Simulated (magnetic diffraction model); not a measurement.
## Solving a magnetic structure from powder neutron data: CsInCoF6

Space group P-31c (no. 163), a = 5.7580 Å, c = 10.3870 Å.

```
site  atom       x       y       z
  2c    Cs     2/3     1/3     3/4
  2d    In     1/3     2/3     3/4
  2b    Co       0       0     1/2
 12i     F  0.0388  0.3731  0.8548
```

The compound is invented for this exercise: a known structure type with other elements, its cell scaled to their sizes and not relaxed.

Only Co is taken to order (form factors of Co2+); orders and moment sizes are assumed, and not adapted to the symmetry. Radiation: neutrons of λ = 4.2 Å, 8° to 100°; isotropic B of 0.43 Å² (Cs), 0.52 Å² (In), 0.48 Å² (Co) and 0.85 Å² (F). The intensities are simulated: I ∝ L Σ (|F_N|² + |F_M⊥|²) for unpolarised neutrons, with F_M = 2.695 fm/μB × Σ f(s) S exp(2πi Q·r) exp(−B s²) at Q = H ± k (one set where k and −k are equivalent), only the part normal to Q counting and L = 1/(sin²θ cos θ). For collinear order S is the moment m, which repeats by lattice and centring translations R with the sign exp(−2πi k·R). Form factors are spin-only for 3d ions and dipole or tabulated for f ions, scattering lengths are Sears's of 1992, and absorption is left out. A label names one of the reflections at its angle. The strongest nuclear line in the range is 100, and lines under 0.2 are left out.

Above the ordering temperature:

```tsv
2θ (°)	index	I
47.70	(0 0 2)	100.0
49.81	(1 0 0)	27.7
55.70	(1 0 1)	10.1
71.44	(1 0 2)	83.4
93.68	(1 1 0)	6.7
95.19	(1 0 3)	8.4
```

Below it (cell unchanged):

| 2θ (°) | I |
| --- | --- |
| 24.31 | 18.6 |
| 42.78 | 17.7 |
| 47.70 | 100.0 |
| 49.81 | 27.7 |
| 54.24 | 24.6 |
| 55.70 | 10.1 |
| 65.98 | 17.6 |
| 67.71 | 8.8 |
| 71.44 | 83.4 |
| 78.35 | 1.8 |
| 87.00 | 15.6 |
| 93.68 | 6.7 |
| 95.19 | 8.4 |
| 97.19 | 4.8 |
| 98.79 | 7.1 |

**Question.** Check that the new lines index with k = (1/2 0 0), then choose among these models:
A. collinear moments along [100], 2.72 μB on Co; signs + at (0, 0, 1/2), + at (0, 0, 0)
B. collinear moments along [101], 2.72 μB on Co; signs + at (0, 0, 1/2), − at (0, 0, 0)
C. collinear moments along [101], 2.72 μB on Co; signs + at (0, 0, 1/2), + at (0, 0, 0)
D. collinear moments along [100], 2.72 μB on Co; signs + at (0, 0, 1/2), − at (0, 0, 0)

The new lines index as (1/2 0 0) at 24.31°, (1/2 -1 0) at 42.78°, (1/2 0 2) at 54.24° and (1/2 -1 2) at 65.98°, that is as H ± k with k = (1/2 0 0), one of 3 inequivalent arms of its star (k and −k counted as one), which a powder can't tell apart. Half indices mean that the moments reverse under translations with k·R a half-integer, and the magnetic cell has twice the primitive volume.

Magnetic intensity, observed (below minus above) and for each model:

| 2θ (°) | index | observed | A | B | C | D |
| --- | --- | --- | --- | --- | --- | --- |
| 24.31 | (1/2 0 0) | 18.6 | 18.6 | <0.2 | 61.1 | <0.2 |
| 33.95 | (1/2 0 1) | <0.2 | <0.2 | 40.9 | <0.2 | 46.1 |
| 42.78 | (1/2 -1 0) | 17.7 | 17.7 | <0.2 | 22.3 | <0.2 |
| 49.29 | (1/2 -1 1) | <0.2 | <0.2 | 27.5 | <0.2 | 28.7 |
| 54.24 | (1/2 0 2) | 24.6 | 24.6 | <0.2 | 10.6 | <0.2 |
| 65.98 | (1/2 -1 2) | 17.6 | 17.6 | <0.2 | 11.0 | <0.2 |
| 67.71 | (1/2 1 0) | 8.8 | 8.8 | <0.2 | 16.5 | <0.2 |
| 72.69 | (1/2 1 1) | <0.2 | <0.2 | 26.4 | <0.2 | 17.4 |

Model A matches.

The structure used: k = (1/2 0 0), collinear moments along [100], 2.72 μB on Co; signs + at (0, 0, 1/2), + at (0, 0, 0).

[Logs are printed without paths, hosts, clocks, repeated set-up lines and the standing remarks that a program may print on its own settings, such as how far it seeks lower states.]
